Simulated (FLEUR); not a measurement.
# Anisotropy of free Ni(111) film, 3 layers with FLEUR

Aim: the anisotropy of free Ni(111) film, 3 layers from single passes in the potential of one collinear state.

Method: PBE; all-electron FLAPW film, Dirac cores, scalar-relativistic bands, in FLEUR MaX-R8.1.

### 1. The structure

The cell holds 3 atoms: 3 Ni. Cell: a = 2.492 Å, b = 2.492 Å, c = 18.069 Å, α = 90.0°, β = 90.0°, γ = 120.0°. Layers at typed spacings, unrelaxed. Vacuum lies along c.

Structure file:

```xyz
3
Lattice="2.4917 0.0000 0.0000 -1.2458 2.1579 0.0000 0.0000 0.0000 18.0690" Properties=species:S:1:pos:R:3
Ni    0.0000    0.0000    7.0000
Ni    1.2459    0.7193    9.0345
Ni    0.0000    1.4386   11.0690
```

### 2. The magnetic state

The force theorems are single passes in this state's potential, so it has to be converged first.

No symmetry is used, so that later steps may turn the spins freely; k and −k are joined. FLEUR takes the sheet as a true film: the images along c are dropped, heights are typed in bohr, and the vacuum on both sides is semi-infinite. inpgen writes inp.xml from crystal.txt; cutoffs, mixing, functional, smearing and local orbitals are then set in the file. The k list scf (kpts.xml, not shown) is a Γ-centred 14×14×1 mesh; where the ranks do not divide the number of points, some are split in two of half the weight.

File inp.xml:

```
<?xml version="1.0" encoding="UTF-8" standalone="no"?>
<fleurInput fleurInputVersion="0.39">
   <comment>
      Ni
   </comment>
   <calculationSetup>
      <cutoffs Kmax="3.66" Gmax="11.0" GmaxXC="11.0" numbands="0"/>
      <scfLoop itmax="150" minDistance="0.00002" maxIterBroyd="15" imix="Anderson" alpha="0.03" precondParam="0.0" spinf="2.0" sdNocoIR="T"/>
      <coreElectrons ctail="F" frcor="F" kcrel="0" coretail_lmax="0"/>
      <xcFunctional name="pbe" relativisticCorrections="F"/>
      <magnetism jspins="2" l_noco="F" l_ss="F">
         <qss>0.0 0.0 0.0</qss>
         <mtNocoParams l_mperp="F" l_mtNocoPot="F" l_relaxSQA="F" mag_mixing_scheme="0" mix_RelaxWeightOffD="1.0" l_constrained="F" mix_constr="1.0"/>
         <sourceFreeMag l_sourceFree="F" l_scaleMag="F" mag_scale="1.0"/>
      </magnetism>
      <soc l_soc="F" theta="0.0" phi="0.0" spav="F"/>
      <expertModes spex="0" secvar="F"/>
      <geometryOptimization l_f="F" forcealpha="1.0" forcemix="BFGS" epsdisp="0.00001" epsforce="0.00001"/>
      <ldaU l_linMix="F" mixParam="0.05" spinf="1.0"/>
   </calculationSetup>
   <cell>
      <bzIntegration valenceElectrons="54.0" mode="hist" fermiSmearingEnergy="0.00183747">
         <kPointListSelection listName="scf"/>
         <xi:include xmlns:xi="http://www.w3.org/2001/XInclude" href="kpts.xml"> </xi:include>
      </bzIntegration>
      <xi:include xmlns:xi="http://www.w3.org/2001/XInclude" href="sym.xml"> </xi:include>
      <filmLattice scale="1.0" dVac="12.97" dTilda="15.47">
         <bravaisMatrixFilm>
            <row-1>    4.7086300406703598     0.0000001262337051</row-1>
            <row-2>   -2.3543151296652853     4.0777931691130949</row-2>
         </bravaisMatrixFilm>
         <vacuumEnergyParameters vacuum="1" spinUp="-.25" spinDown="-.25"/>
         <vacuumEnergyParameters vacuum="2" spinUp="-.25" spinDown="-.25"/>
      </filmLattice>
   </cell>
   <atomSpecies>
      <species name="Nickel (Ni1.000" element="Ni" atomicNumber="28">
         <mtSphere radius="2.24" gridPoints="741" logIncrement="0.016"/>
         <atomicCutoffs lmax="8" lnonsphr="6"/>
         <electronConfig flipSpins="F">
            <coreConfig>(1s1/2) (2s1/2) (2p1/2) (2p3/2)</coreConfig>
            <valenceConfig>(3s1/2) (3p1/2) (3p3/2) (4s1/2) (3d3/2) (3d5/2)</valenceConfig>
            <stateOccupation state="(3d3/2)" spinUp="1.6" spinDown="1.6"/>
            <stateOccupation state="(3d5/2)" spinUp="2.9" spinDown="1.9"/>
         </electronConfig>
         <energyParameters s="4" p="4" d="3" f="4"/>
         <lo type="SCLO" l="0" n="3" eDeriv="0"/>
         <lo type="SCLO" l="1" n="3" eDeriv="0"/>
      </species>
   </atomSpecies>
   <atomGroups>
      <atomGroup species="Nickel (Ni1.000">
         <filmPos label="                   1">.0000000000 .0000000000 -3.8446423657</filmPos>
         <force calculate="T" relaxXYZ="TTT"/>
         <nocoParams  alpha="0.0" beta="0.0"/>
      </atomGroup>
      <atomGroup species="Nickel (Ni1.000">
         <filmPos label="                   2">-1.000/3.000 1.000/3.000 .0000000000</filmPos>
         <force calculate="T" relaxXYZ="TTT"/>
         <nocoParams  alpha="0.0" beta="0.0"/>
      </atomGroup>
      <atomGroup species="Nickel (Ni1.000">
         <filmPos label="                   3">1.000/3.000 -1.000/3.000 3.8446423657</filmPos>
         <force calculate="T" relaxXYZ="TTT"/>
         <nocoParams  alpha="0.0" beta="0.0"/>
      </atomGroup>
   </atomGroups>
   <output dos="F" band="F" slice="F">
      <bandDOS minEnergy="-.5*Htr" maxEnergy="0.5*Htr" sigma="0.015" storeEVData="T"/>
      <plotting iplot="0" polar="F">
         <plot TwoD="T" vec1="  1.0  0.0  0.0" vec2="  0.0  1.0  0.0" vec3="  0.0  0.0  1.0" zero="  0.0  0.0 -0.5" file="plot"/>
      </plotting>
      <moessbauerParams electricFieldGradient="F" isomerShift="F" coreHyperfine="F" valenceHyperfine="F"/>
   </output>
</fleurInput>
```

File crystal.txt:

```
Ni
&input film=T cartesian=F /
2.49169971213  0.00000006680  0.00000000000
-1.24584991392  2.15787521590  0.00000000000
0.00000000000  0.00000000000  1.00000000000
1.8897261246
1.0 1.0 1.0

3
28 0.00000000000  0.00000000000  -3.84464236570 : 1.000
28 0.66666666667  0.33333333333  0.00000000000 : 1.000
28 0.33333333333  0.66666666667  3.84464236570 : 1.000

&kpt div1=14 div2=14 div3=1 gamma=T /
```

On the command line:

```sh
$ OMP_NUM_THREADS=1 inpgen -f crystal.txt -nosym -noco > inpgen.log  # inp.xml is then edited as shown
$ OMP_NUM_THREADS=1 mpirun -n 4 fleur_MPI > fleur.log
```

What it wrote:

```text
Welcome to FLEUR        (www.flapw.de)
      MaX-Release 8.1          (www.max-centre.eu)

 ========== k-point set info ==========
 Selected k-point list: scf
 k-point list type: mesh
 0 x 0 x 0
 Number of k points: 100

 ------------Calculation Setup---------------------------
 Number of MPI-tasks      :            4
 Number of PE/node        :            4
 Number of OMP-threads    :            1
 k-points in parallel     :            4
 pe's per k-point         :            1
 No of k-point loops      :           25
 Eigenvalue solver        :       lapack
 Number of basis functions:          273
 Approximate size of matrices (H+S) per k-point:         0.002 GB
 --------------------------------------------------------
 Iteration:     1   Distance:      24.03065231 me/bohr^3
 Iteration:     2   Distance:      15.30027325 me/bohr^3
 Iteration:     3   Distance:      16.70221660 me/bohr^3
 Iteration:     4   Distance:      18.27018261 me/bohr^3
 Iteration:     5   Distance:      10.90388961 me/bohr^3
 Iteration:     6   Distance:      11.39221412 me/bohr^3
 Iteration:     7   Distance:       8.41268432 me/bohr^3
 Iteration:     8   Distance:       3.60847187 me/bohr^3
 Iteration:     9   Distance:       5.42895824 me/bohr^3
 Iteration:    10   Distance:       1.85167618 me/bohr^3
[... 22 iterations left out ...]
 Iteration:    33   Distance:       0.00517423 me/bohr^3
 Iteration:    34   Distance:       0.00346473 me/bohr^3
 Iteration:    35   Distance:       0.00204424 me/bohr^3
 Iteration:    36   Distance:       0.00078183 me/bohr^3
 Iteration:    37   Distance:       0.00060507 me/bohr^3
 Iteration:    38   Distance:       0.00039707 me/bohr^3
 Iteration:    39   Distance:       0.00056765 me/bohr^3
 Iteration:    40   Distance:       0.00032658 me/bohr^3
 Iteration:    41   Distance:       0.00008885 me/bohr^3
 Iteration:    42   Distance:       0.00001521 me/bohr^3

 ********************************************************************
 Run finished successfully
 Stop message:
   all done
 ********************************************************************

--- out.xml (last complete iteration) ---
<iteration numberForCurrentRun="   42" overallNumber="   42">
         [... left out ...]
         <bandgap value="0.0000000001" units="eV"/>
         <sumValenceSingleParticleEnergies value="-77.0868546502" units="Htr"/>
         <FermiEnergy value="-0.1853824270" units="Htr"/>
         <valenceDensity>
            <mtCharges spin="1">
               <mtCharge atomType="1" total="8.8144434" s="1.2046279" p="3.1341575" d="4.4645518" f="0.0084247"/>
               <mtCharge atomType="2" total="8.8723391" s="1.2000650" p="3.1734246" d="4.4835745" f="0.0117004"/>
               <mtCharge atomType="3" total="8.8144434" s="1.2046279" p="3.1341575" d="4.4645518" f="0.0084247"/>
            </mtCharges>
            <mtCharges spin="2">
               <mtCharge atomType="1" total="8.0659898" s="1.2036222" p="3.1471406" d="3.7038532" f="0.0087419"/>
               <mtCharge atomType="2" total="8.0993631" s="1.2041194" p="3.1911419" d="3.6878519" f="0.0127114"/>
               <mtCharge atomType="3" total="8.0659896" s="1.2036222" p="3.1471406" d="3.7038530" f="0.0087419"/>
            </mtCharges>
            <spinDependentCharge spin="1" total="28.0906732" interstitial="1.4962167" mtSpheres="26.5012259" vacuum1="0.0466153" vacuum2="0.0466153"/>
            <spinDependentCharge spin="2" total="25.9093271" interstitial="1.5832273" mtSpheres="24.2313424" vacuum1="0.0473787" vacuum2="0.0473786"/>
            <totalCharge value="54.0000002422"/>
         </valenceDensity>
         [... left out ...]
         <allElectronCharges>
            <spinDependentCharge spin="1" total="43.0906732" interstitial="1.4962167" mtSpheres="41.5012259" vacuum1="0.0466153" vacuum2="0.0466153"/>
            <spinDependentCharge spin="2" total="40.9093271" interstitial="1.5832273" mtSpheres="39.2313424" vacuum1="0.0473787" vacuum2="0.0473786"/>
            <totalCharge value="84.0000002433"/>
         </allElectronCharges>
         <magneticMomentsInMTSpheres units="muBohr">
            <globalMagMoment atomType="1" vec="0.00000   0.00000   0.74845"/>
            <localMagMoment atomType="1" vec="0.00000   0.00000   0.74845"/>
            <globalMagMoment atomType="2" vec="0.00000   0.00000   0.77298"/>
            <localMagMoment atomType="2" vec="0.00000   0.00000   0.77298"/>
            <globalMagMoment atomType="3" vec="0.00000   0.00000   0.74845"/>
            <localMagMoment atomType="3" vec="0.00000   0.00000   0.74845"/>
         </magneticMomentsInMTSpheres>
         <moessbauerParams unitsHFF="kG" unitsIS="e/bohr^3" unitsEFG="Htr/bohr^2">
         </moessbauerParams>
         <totalEnergy value="    -4562.4435361115" units="Htr">
            <sumOfEigenvalues value="    -2659.3569480919">
               <coreElectrons value="-2582.2700934417"/>
               <valenceElectrons value="-77.0868546502"/>
            </sumOfEigenvalues>
            <densityCoulombPotentialIntegral value="-7046.6798587809"/>
            <densityEffectivePotentialIntegral value="-7294.4263410509"/>
            <chargeDenXCDenIntegral value="-190.7159839227"/>
            <FockExchangeEnergyValence value="0.0000000000"/>
            <FockExchangeEnergyCore value="0.0000000000"/>
            <atomTypeDependentContributions atomType="1">
               <electronNucleiInteractionDifferentMTs value="1823.5160435536"/>
               <MadelungTerm value="-4.3402943519"/>
            </atomTypeDependentContributions>
            <atomTypeDependentContributions atomType="2">
               <electronNucleiInteractionDifferentMTs value="1824.1311248434"/>
               <MadelungTerm value="-3.6132154498"/>
            </atomTypeDependentContributions>
            <atomTypeDependentContributions atomType="3">
               <electronNucleiInteractionDifferentMTs value="1823.5160430541"/>
               <MadelungTerm value="-4.3402945044"/>
            </atomTypeDependentContributions>
            <tkbTimesEntropy value="0.0018755784"/>
            <freeEnergy value="-4562.4454116898"/>
            <extrapolationTo0K value="-4562.4444739007"/>
         </totalEnergy>
         <densityConvergence units="me/bohr^3">
            <chargeDensity spin="1" distance="0.0000092101"/>
            <chargeDensity spin="2" distance="0.0000103535"/>
            <overallChargeDensity distance="0.0000152087"/>
            <spinDensity distance="0.0000123588"/>
         </densityConvergence>
      </iteration>
```

Elapsed: 3 min, on 4 MPI ranks of Arm Neoverse V1, shared host; peak memory 0.77 GiB.

Spin moment in the muffin-tin sphere by atom:

| atom | spin moment in the muffin-tin sphere (μB) |
| --- | --- |
| Ni1 | 0.748 |
| Ni2 | 0.773 |
| Ni3 | 0.748 |

This step gave:

```yaml
free_energy: -124150.4643 eV
program_s_band_gap_on_this_mesh_in_a_metal_only_a_level_spacing: 1.00e-10 eV
magnetization: 2.181 μB
final_state: ferromagnetic
```

After 42 cycles the largest moment stands at 0.773 μB.

### 3. Anisotropy by the force theorem, rung 1

Anisotropy is a small difference, so it is taken from sums over occupied states at a frozen potential, where most errors cancel.

One pass with spin–orbit coupling for each direction, from the saved density. Inversion lets half of the mesh serve, which the program's warning doesn't know. The k list mae (kpts.xml, not shown) is a Γ-centred 23×23×1 mesh.

inp.xml, as its differences from that of step 2:

```diff
@@ -6,4 +6,4 @@
    <calculationSetup>
-      <cutoffs Kmax="3.66" Gmax="11.0" GmaxXC="11.0" numbands="0"/>
-      <scfLoop itmax="150" minDistance="0.00002" maxIterBroyd="15" imix="Anderson" alpha="0.03" precondParam="0.0" spinf="2.0" sdNocoIR="T"/>
+      <cutoffs Kmax="3.66" Gmax="11.0" GmaxXC="11.0" numbands="102"/>
+      <scfLoop itmax="1" minDistance="0.00002" maxIterBroyd="15" imix="Anderson" alpha="0.03" precondParam="0.0" spinf="2.0" sdNocoIR="T"/>
       <coreElectrons ctail="F" frcor="F" kcrel="0" coretail_lmax="0"/>
@@ -15,3 +15,3 @@
       </magnetism>
-      <soc l_soc="F" theta="0.0" phi="0.0" spav="F"/>
+      <soc l_soc="T" theta="0.0" phi="0.0" spav="F"/>
       <expertModes spex="0" secvar="F"/>
@@ -22,3 +22,3 @@
       <bzIntegration valenceElectrons="54.0" mode="hist" fermiSmearingEnergy="0.00183747">
-         <kPointListSelection listName="scf"/>
+         <kPointListSelection listName="mae"/>
          <xi:include xmlns:xi="http://www.w3.org/2001/XInclude" href="kpts.xml"> </xi:include>
@@ -74,2 +74,5 @@
    </output>
+   <forceTheorem>
+      <MAE theta="0.0 1.5707963 1.5707963" phi="0.0 0.0 1.5707963"/>
+   </forceTheorem>
 </fleurInput>
```

On the command line:

```sh
$ OMP_NUM_THREADS=1 mpirun -n 4 fleur_MPI -warn_only > fleur.log
```

What it wrote:

```text
[banner, memory and clock lines left out]
Welcome to FLEUR        (www.flapw.de)
      MaX-Release 8.1          (www.max-centre.eu)
************FLEUR-Warning*****************
Error message: k-point set is not compatible to missing time-reversal symmetry in calculation.
Error occurred in subroutine: gen_bz
Error from PE:0/4
*****************************************

 ========== k-point set info ==========
 Selected k-point list: mae
 k-point list type: mesh
 0 x 0 x 0
 Number of k points: 268

 [... set-up left out ...]
 ********************************************************************
 Run finished successfully
 Stop message:
   Forcetheorem MAE
 ********************************************************************

--- out.xml (force theorem) ---
<Forcetheorem_MAE Angles="3" units="Htr">
            <Angle theta="0.0000000" phi="0.0000000" ev-sum="-77.089697837"/>
            <Angle theta="1.5707963" phi="0.0000000" ev-sum="-77.089729151"/>
            <Angle theta="1.5707963" phi="1.5707963" ev-sum="-77.089729267"/>
         </Forcetheorem_MAE>
```

Elapsed: 46 s, on 4 MPI ranks; peak memory 0.84 GiB.

Anisotropy energies, by row:

| axis | x | y | z | band energy less the first axis' (meV a cell) |
| --- | --- | --- | --- | --- |
| z | 0 | 0 | 1 | 0 |
| x | 1 | 0 | 0 | -0.8521 |
| y | 0 | 1 | 0 | -0.8553 |

Shape anisotropy is not in these numbers.

### 4. Anisotropy by the force theorem, rung 2

A second rung shows how far the first can be trusted.

The k list mae (kpts.xml, not shown) is a Γ-centred 35×35×1 mesh.

inp.xml is that of step 3.

What it wrote:

```text
[banner, memory and clock lines left out]
Welcome to FLEUR        (www.flapw.de)
      MaX-Release 8.1          (www.max-centre.eu)
************FLEUR-Warning*****************
Error message: k-point set is not compatible to missing time-reversal symmetry in calculation.
Error occurred in subroutine: gen_bz
Error from PE:0/4
Other PEs with error messages:
     1-k-point set is not compatible to missing time-reversal symmetry in calculation.
     3-k-point set is not compatible to missing time-reversal symmetry in calculation.
*****************************************

 ========== k-point set info ==========
 Selected k-point list: mae
 k-point list type: mesh
 0 x 0 x 0
 Number of k points: 616

 [... set-up left out ...]
 ********************************************************************
 Run finished successfully
 Stop message:
   Forcetheorem MAE
 ********************************************************************

--- out.xml (force theorem) ---
<Forcetheorem_MAE Angles="3" units="Htr">
            <Angle theta="0.0000000" phi="0.0000000" ev-sum="-77.089748809"/>
            <Angle theta="1.5707963" phi="0.0000000" ev-sum="-77.089768923"/>
            <Angle theta="1.5707963" phi="1.5707963" ev-sum="-77.089768916"/>
         </Forcetheorem_MAE>
```

Wall time 1.7 min (4 MPI ranks); peak memory 1.5 GiB; 6.9 min of CPU time.

Anisotropy energies, by row:

| axis | x | y | z | band energy less the first axis' (meV a cell) |
| --- | --- | --- | --- | --- |
| z | 0 | 0 | 1 | 0 |
| x | 1 | 0 | 0 | -0.5473 |
| y | 0 | 1 | 0 | -0.5471 |

(Part 1 of 2 ends here.)

[Logs and program files are shortened in this print: banners, set-up blocks, solver, clock and traceback lines can be left out without a mark of their own.]

[Logs are printed without paths, hosts, clocks, repeated set-up lines and the standing remarks that a program may print on its own settings, such as how far it seeks lower states.]

[Hosts, paths, dates, database ids (printed as entryN), source tags and the programs' standing remarks are cut or masked in the printed files.]

[Where a cell is said to come from a database of computed structures, the database is the Materials Project.]
